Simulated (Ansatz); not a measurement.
# BeB2 (P6/mmm): Grüneisen parameters

Wanted: mode Grüneisen parameters of BeB2 (P6/mmm).

Program: Ansatz 0.2.0. Level of theory: DFT PBEsol, scalar-relativistic, plane waves, PAW. Results are calculated unless marked as measured.

Report form: the programs' logs are mostly left out.

### Step 1. Set-up

It takes space group P6/mmm (No. 191, hexagonal). The conventional cell has a = 2.921 Å, b = 2.921 Å, c = 2.855 Å, α = 90.00°, β = 90.00°, γ = 120.00°. Be has 12 B at 2.21 Å nearest. Nearest to B lie 3 B at 1.69 Å and 6 Be at 2.21 Å. Farther neighbours are not listed.

As a file:

```cif
data_structure
_symmetry_space_group_name_H-M 'P 1'
_symmetry_Int_Tables_number 1
_cell_length_a 2.9213
_cell_length_b 2.9213
_cell_length_c 2.8554
_cell_angle_alpha 90.000
_cell_angle_beta 90.000
_cell_angle_gamma 120.000
_cell_volume 21.10
loop_
_atom_site_label
_atom_site_type_symbol
_atom_site_fract_x
_atom_site_fract_y
_atom_site_fract_z
_atom_site_occupancy
Be1 Be 0.00000 0.00000 0.00000 1
B2 B 0.33333 0.66667 0.50000 1
B3 B 0.66667 0.33333 0.50000 1
```

### Step 2. Phonons on a q mesh

The cell comes from relaxations at this level that are not shown. Stability and thermal properties need the whole zone. Linear response on a 3×3×4 q mesh gives force constants as far as a supercell of that size would.

input.yaml

```yaml
crystal:
  lattice:
    - [2.921252661, 0.0, 0.0]
    - [-1.4606263305, 2.5298790153, 0.0]
    - [0.0, 0.0, 2.8553769829]
  atoms:
    - { symbol: Be, position: [0.0, 0.0, 0.0] }
    - { symbol: B, position: [0.3333333333, 0.6666666667, 0.5] }
    - { symbol: B, position: [0.6666666667, 0.3333333333, 0.5] }
kpoints:
  mp_grid: { grid: [15, 15, 16] }
hamiltonian:
  xc: pbesol
scf:
  occupations: { method: methfessel_paxton, width: 0.15 }
output:
  eigenvalues: true
phonons:
  method: dfpt
  qmesh: [3, 3, 4]
  temperatures: { t_max: 1000, t_step: 50 }
  qpath:
    path:
      - [[0.0, 0.0, 0.0], [0.5, 0.0, 0.0], [0.33333333, 0.33333333, 0.0], [0.0, 0.0, 0.0], [0.0, 0.0, 0.5], [0.5, 0.0, 0.5], [0.33333333, 0.33333333, 0.5], [0.0, 0.0, 0.5]]
      - [[0.5, 0.0, 0.5], [0.5, 0.0, 0.0]]
      - [[0.33333333, 0.33333333, 0.5], [0.33333333, 0.33333333, 0.0]]
    npoints: 10
```

On the command line:

```console
ansatz run input.yaml --threads 4 --pin off --max-ram 7168MiB --backend cpu --events-out ev --progress --plain --runs-dir out
```

Run time: 1.7 min. Hardware: 4 threads of Arm Neoverse V2, shared host; peak memory 1.1 GiB; 6.5 min of CPU time.

This step gave:

```yaml
volume_per_atom: 7.034 Å³
gap_on_the_k_mesh: 0 eV
sum_rule_residual_before_enforcement: 6.76e-5 eV/Å²
lowest_frequency_on_the_path: -48.85 cm⁻¹
point_group: 6/mmm
highest_frequency_on_the_path_or_at_a_solved_wavevector: 1005 cm⁻¹
highest_optical_mode_at_the_zone_centre_no_lo_to_term: 889.6 cm⁻¹
lowest_optical_zone_centre_mode: 220.5 cm⁻¹
lowest_mode_on_the_q_mesh_acoustic_modes_at_gamma_apart: 51.12 cm⁻¹
```

Frequencies (cm⁻¹) solved at each irreducible wavevector; negative means imaginary. Frequencies by wavevector, by row:

```tsv
q in reciprocal lattice units	star	mode 1	mode 2	mode 3	mode 4	mode 5	mode 6	mode 7	mode 8	mode 9
0 0 0	1	0	0	0	220.5	335.5	335.5	635.2	889.6	889.6
0 0 0.25	2	51.1	51.1	272.3	284.9	284.9	344.9	575.1	886.2	886.2
0 0 -0.5	1	94.2	94.2	114.9	114.9	168.8	389.2	426.2	733.7	733.7
0 0.3333 0	6	91.5	217.8	225	266.2	374.2	551	682.5	959.8	967.2
0 0.3333 0.25	12	214.4	231.5	259.6	316.8	369.4	474.4	685.9	947.1	982
0 0.3333 -0.5	6	232.3	243.9	355.8	368.6	384.5	425.6	693.4	944.6	1003
0.3333 0.3333 0	2	122.7	265.4	265.4	374.7	374.7	634	799	799	1004
0.3333 0.3333 0.25	4	243.7	250.7	250.7	396.4	396.4	646.8	809	809	996.7
0.3333 0.3333 -0.5	2	266.6	266.6	323.6	421.5	421.5	656.2	818.7	818.7	971.1
```

Symmetry leaves 9 wavevectors to solve. The lowest mode among them, the acoustic zeros apart, lies at q = (0, 0, 0.25) and is real, 51.1 cm⁻¹. Between them the interpolated path dips to 49i cm⁻¹.

### Step 3. Relaxing at another volume, volume ratio 0.97

The volume is scaled by 0.97 and held, while shape and atoms relax as far as symmetry allows. The modes can then be followed against volume.

input.yaml, the sections that differ from step 2:

```yaml
crystal:
  lattice:
    - [2.8917430408, 0.0, 0.0]
    - [-1.4458715204, 2.5043229345, 0.0]
    - [0.0, 0.0, 2.8265328191]
  atoms:
    - { symbol: Be, position: [0.0, 0.0, 0.0] }
    - { symbol: B, position: [0.3333333333, 0.6666666667, 0.5] }
    - { symbol: B, position: [0.6666666667, 0.3333333333, 0.5] }
output:
  forces: true
  stress: true
  eigenvalues: true
relax:
  adjacent_minimum: "off"
  f_tol: 0.001
  max_steps: 60
  cell: { stress_tol: 0.01, fix: [volume] }
# kpoints, hamiltonian, scf: as in step 2
# phonons: removed
```

Wall time 5.1 s (4 threads); peak memory 0.34 GiB.

The steps of the relaxation:

```tsv
step	energy less that of the first step (eV)	largest force component (eV/Å)	pressure (GPa)	volume (Å³)
1	0.0000	0.0000	6.64	20.47
2	-0.0020	0.0000	5.77	20.47
3	-0.0022	0.0000	5.48	20.47
4	-0.0022	0.0000	5.49	20.47
5*	-0.0022	0.0000	5.50	20.47
6	-0.0022	0.0000	5.49	20.47
7*	-0.0022	0.0000	5.49	20.47
```

Relaxation steps marked * repeat the geometry before them on a plane-wave basis chosen anew for their cell, so energy and pressure can jump there.

Forces are held to the 24 operations that the run works with; a distortion that breaks them can't arise in this run.

```tsv
conventional cell, symmetrised	before	after	change
a (Å)	2.892	2.903	+0.4 %
b (Å)	2.892	2.903	+0.4 %
c (Å)	2.827	2.804	-0.8 %
volume (Å³/atom)	6.82	6.82	-0.0 %
```

Final coordinates:

```cif
data_structure
_symmetry_space_group_name_H-M 'P 1'
_symmetry_Int_Tables_number 1
_cell_length_a 2.9034
_cell_length_b 2.9034
_cell_length_c 2.8039
_cell_angle_alpha 90.000
_cell_angle_beta 90.000
_cell_angle_gamma 120.000
_cell_volume 20.47
loop_
_atom_site_label
_atom_site_type_symbol
_atom_site_fract_x
_atom_site_fract_y
_atom_site_fract_z
_atom_site_occupancy
Be1 Be 0.00000 0.00000 0.00000 1
B2 B 0.33333 0.66667 0.50000 1
B3 B 0.66667 0.33333 0.50000 1
```

Numbers from this step:

```yaml
pressure: 5.490 GPa
volume_per_atom: 6.823 Å³
```

### Step 4. Phonons at the other volume, volume ratio 0.97

The phonons are repeated at this volume on the same k and q meshes.

input.yaml

```yaml
crystal:
  lattice:
    - [2.9034002053, 0.0, 0.0]
    - [-1.4517001027, 2.5144183352, 0.0]
    - [0.0, 0.0, 2.8038813002]
  atoms:
    - { symbol: Be, position: [0.0, 0.0, 0.0] }
    - { symbol: B, position: [0.3333333333, 0.6666666667, 0.5] }
    - { symbol: B, position: [0.6666666667, 0.3333333333, 0.5] }
kpoints:
  mp_grid: { grid: [15, 15, 16] }
hamiltonian:
  xc: pbesol
scf:
  occupations: { method: methfessel_paxton, width: 0.15 }
output:
  eigenvalues: true
phonons:
  method: dfpt
  qmesh: [3, 3, 4]
  temperatures: { t_max: 1000, t_step: 50 }
  qpath:
    path:
      - [[0.0, 0.0, 0.0], [0.5, 0.0, 0.0], [0.33333333, 0.33333333, 0.0], [0.0, 0.0, 0.0], [0.0, 0.0, 0.5], [0.5, 0.0, 0.5], [0.33333333, 0.33333333, 0.5], [0.0, 0.0, 0.5]]
      - [[0.5, 0.0, 0.5], [0.5, 0.0, 0.0]]
      - [[0.33333333, 0.33333333, 0.5], [0.33333333, 0.33333333, 0.0]]
    npoints: 10
```

Run time: 97 s. Hardware: 4 threads; peak memory 1.1 GiB.

This step gave:

```
sum-rule residual before enforcement                    : 8.00e-5 eV/Å²
lowest frequency on the path                            : -130.7 cm⁻¹
highest frequency on the path or at a solved wavevector : 1031 cm⁻¹
highest optical mode at the zone centre (no LO-TO term) : 962.7 cm⁻¹
lowest optical zone-centre mode                         : 262.4 cm⁻¹
lowest mode on the q mesh (acoustic modes at Γ apart)   : -130.7 cm⁻¹
```

Frequencies (cm⁻¹) solved at each irreducible wavevector; negative means imaginary. Frequencies by wavevector, by row:

```tsv
q in reciprocal lattice units	star	mode 1	mode 2	mode 3	mode 4	mode 5	mode 6	mode 7	mode 8	mode 9
0 0 0	1	0	0	0	262.4	366.1	366.1	643.1	962.7	962.7
0 0 0.25	2	64.3	64.3	276.5	314.3	314.3	382.1	577.2	929.5	929.5
0 0 -0.5	1	-130.7	124.9	124.9	153.1	153.1	411.9	472.2	823.9	823.9
0 0.3333 0	6	120	238	251.6	301.6	386.7	558.8	699.5	994.4	1000
0 0.3333 0.25	12	236.1	242.5	286	344.2	379.6	472.1	703.3	976.9	1007
0 0.3333 -0.5	6	254.7	257.6	376.4	379.2	403.7	418.7	711.5	968.6	1029
0.3333 0.3333 0	2	171.7	281.2	281.2	388.9	388.9	645.4	813.3	813.3	1031
0.3333 0.3333 0.25	4	253.9	253.9	272.2	411.4	411.4	658.4	827.3	827.3	1019
0.3333 0.3333 -0.5	2	279.9	279.9	353.9	429.5	429.5	667.4	838.5	838.5	992.3
```

The highest optical mode at the zone centre (no LO-TO term) is 962.7 cm⁻¹, +73.1 cm⁻¹ against the base run.

### Step 5. Relaxing at another volume, volume ratio 1.03

The volume is scaled by 1.03 and held, while shape and atoms relax as far as symmetry allows. The modes can then be followed against volume.

input.yaml

```yaml
crystal:
  lattice:
    - [2.9501778358, 0.0, 0.0]
    - [-1.4750889179, 2.5549289515, 0.0]
    - [0.0, 0.0, 2.8836498809]
  atoms:
    - { symbol: Be, position: [0.0, 0.0, 0.0] }
    - { symbol: B, position: [0.3333333333, 0.6666666667, 0.5] }
    - { symbol: B, position: [0.6666666667, 0.3333333333, 0.5] }
kpoints:
  mp_grid: { grid: [15, 15, 16] }
hamiltonian:
  xc: pbesol
scf:
  occupations: { method: methfessel_paxton, width: 0.15 }
output:
  forces: true
  stress: true
  eigenvalues: true
  write_density: true
  write_potential: true
  elf: true
  volumetric_format: npy
relax:
  adjacent_minimum: "off"
  f_tol: 0.001
  max_steps: 60
  cell: { stress_tol: 0.01, fix: [volume] }
```

Run time: 5.3 s. Hardware: 4 threads; peak memory 0.35 GiB.

The steps of the relaxation:

```tsv
step	energy less that of the first step (eV)	largest force component (eV/Å)	pressure (GPa)	volume (Å³)
1	0.0000	0.0000	-5.81	21.74
2	-0.0018	0.0000	-5.03	21.74
3	-0.0019	0.0000	-4.94	21.74
4	-0.0019	0.0000	-4.94	21.74
5*	-0.0018	0.0000	-4.94	21.74
6	-0.0018	0.0000	-4.94	21.74
7*	-0.0018	0.0000	-4.94	21.74
```

Relaxation steps marked * repeat the geometry before them on a plane-wave basis chosen anew for their cell, so energy and pressure can jump there.

Forces are held to the 24 operations that the run works with; a distortion that breaks them can't arise in this run.

```tsv
conventional cell, symmetrised	before	after	change
a (Å)	2.950	2.940	-0.3 %
b (Å)	2.950	2.940	-0.3 %
c (Å)	2.884	2.904	+0.7 %
volume (Å³/atom)	7.25	7.25	+0.0 %
```

Final coordinates:

```cif
data_structure
_symmetry_space_group_name_H-M 'P 1'
_symmetry_Int_Tables_number 1
_cell_length_a 2.9400
_cell_length_b 2.9400
_cell_length_c 2.9037
_cell_angle_alpha 90.000
_cell_angle_beta 90.000
_cell_angle_gamma 120.000
_cell_volume 21.74
loop_
_atom_site_label
_atom_site_type_symbol
_atom_site_fract_x
_atom_site_fract_y
_atom_site_fract_z
_atom_site_occupancy
Be1 Be 0.00000 0.00000 0.00000 1
B2 B 0.33333 0.66667 0.50000 1
B3 B 0.66667 0.33333 0.50000 1
```

This step gave:

| Quantity | Value |
| --- | --- |
| pressure | -4.937 GPa |
| volume per atom | 7.245 Å³ |

### Step 6. Phonons at the other volume, volume ratio 1.03

input.yaml

```yaml
crystal:
  lattice:
    - [2.9399842646, 0.0, 0.0]
    - [-1.4699921323, 2.5461010598, 0.0]
    - [0.0, 0.0, 2.9036810421]
  atoms:
    - { symbol: Be, position: [0.0, 0.0, 0.0] }
    - { symbol: B, position: [0.3333333333, 0.6666666667, 0.5] }
    - { symbol: B, position: [0.6666666667, 0.3333333333, 0.5] }
kpoints:
  mp_grid: { grid: [15, 15, 16] }
hamiltonian:
  xc: pbesol
scf:
  occupations: { method: methfessel_paxton, width: 0.15 }
output:
  eigenvalues: true
phonons:
  method: dfpt
  qmesh: [3, 3, 4]
  temperatures: { t_max: 1000, t_step: 50 }
  qpath:
    path:
      - [[0.0, 0.0, 0.0], [0.5, 0.0, 0.0], [0.33333333, 0.33333333, 0.0], [0.0, 0.0, 0.0], [0.0, 0.0, 0.5], [0.5, 0.0, 0.5], [0.33333333, 0.33333333, 0.5], [0.0, 0.0, 0.5]]
      - [[0.5, 0.0, 0.5], [0.5, 0.0, 0.0]]
      - [[0.33333333, 0.33333333, 0.5], [0.33333333, 0.33333333, 0.0]]
    npoints: 10
```

Run time: 1.7 min. Hardware: 4 threads; peak memory 1.1 GiB; 6.4 min of CPU time.

This step gave:

```yaml
sum_rule_residual_before_enforcement: 3.18e-5 eV/Å²
lowest_frequency_on_the_path: -60.58 cm⁻¹
highest_frequency_on_the_path_or_at_a_solved_wavevector: 980.1 cm⁻¹
highest_optical_mode_at_the_zone_centre_no_lo_to_term: 841.3 cm⁻¹
lowest_optical_zone_centre_mode: 173.5 cm⁻¹
lowest_mode_on_the_q_mesh_acoustic_modes_at_gamma_apart: 22.7 cm⁻¹
```

The highest optical mode at the zone centre (no LO-TO term) is 841.3 cm⁻¹, -48.3 cm⁻¹ against the base run.

### Step 7. Grüneisen parameters

The Grüneisen parameter of a mode is minus the logarithmic change of its frequency with volume, −d ln ω / d ln V; weighted by heat capacity it gives the expansion.

This step gave:

```yaml
bulk_modulus: 173.7 GPa
```

The phonon branches at the labelled points (cm⁻¹):

```tsv
point	branch 1	branch 2	branch 3	branch 4	branch 5	branch 6	branch 7	branch 8	branch 9
Γ	0	0	0	220	336	336	635	890	890
halfway	36	192	212	266	343	551	596	949	954
M	98	226	269	350	413	437	862	898	978
halfway	112	243	271	343	424	512	829	860	994
K	123	265	265	375	375	634	799	799	1004
halfway	73	193	231	265	399	577	581	953	965
Γ	0	0	0	220	336	336	635	890	890
halfway	51	51	272	285	285	345	575	886	886
A	94	94	115	115	169	389	426	734	734
halfway	204	214	300	370	373	383	549	903	958
L	255	271	336	415	434	438	922	932	962
halfway	260	269	330	412	435	522	875	886	972
H	267	267	324	422	422	656	819	819	971
halfway	220	227	362	378	380	404	578	935	975
A	94	94	115	115	169	389	426	734	734
jump to L	255	271	336	415	434	438	922	932	962
halfway	222	245	245	383	396	416	886	910	953
M	98	226	269	350	413	437	862	898	978
jump to H	267	267	324	422	422	656	819	819	971
halfway	244	251	251	396	396	647	809	809	997
K	123	265	265	375	375	634	799	799	1004
```

The same for volume x 0.97:

```tsv
point	branch 1	branch 2	branch 3	branch 4	branch 5	branch 6	branch 7	branch 8	branch 9
Γ	0	0	0	262	366	366	643	963	963
M	151	252	301	362	415	442	877	925	1002
K	172	281	281	389	389	645	813	813	1031
Γ	0	0	0	262	366	366	643	963	963
A	-131	125	125	153	153	412	472	824	824
L	278	279	356	434	436	439	935	955	978
H	280	280	354	430	430	667	838	838	992
A	-131	125	125	153	153	412	472	824	824
L	278	279	356	434	436	439	935	955	978
M	151	252	301	362	415	442	877	925	1002
H	280	280	354	430	430	667	838	838	992
K	172	281	281	389	389	645	813	813	1031
```

The same for volume x 1.03:

```tsv
point	branch 1	branch 2	branch 3	branch 4	branch 5	branch 6	branch 7	branch 8	branch 9
Γ	0	0	0	174	306	306	628	841	841
M	-52	196	238	339	407	434	846	874	948
K	40	237	237	363	363	624	778	778	970
Γ	0	0	0	174	306	306	628	841	841
A	55	55	64	64	256	369	392	653	653
L	233	259	312	401	430	436	908	908	941
H	250	250	293	413	413	646	798	798	942
A	55	55	64	64	256	369	392	653	653
L	233	259	312	401	430	436	908	908	941
M	-52	196	238	339	407	434	846	874	948
H	250	250	293	413	413	646	798	798	942
K	40	237	237	363	363	624	778	778	970
```

### Step 8. Results

```json
{"bulk modulus": "174 GPa"}
```

What this shows: No expansion is given, because modes are imaginary at one volume or more. The highest optical mode at Γ goes from 963 to 841 cm⁻¹ as the cell grows, a Grüneisen parameter of 2.25. Branches are matched by rank, so values near crossings are rough. The q mesh stands for a supercell only 8.8 Å across, so branches between the solved wavevectors are rough. With no gap, or one that is small against the smearing, the frequencies hang on the k mesh and the smearing, most of all near Kohn anomalies. A phonon run warned that its eigensolver left some bands unconverged in a pass.

[Logs are printed without paths, hosts, clocks, repeated set-up lines and the standing remarks that a program may print on its own settings, such as how far it seeks lower states.]

[Hosts, paths, dates, database ids (printed as entryN), source tags and the programs' standing remarks are cut or masked in the printed files.]
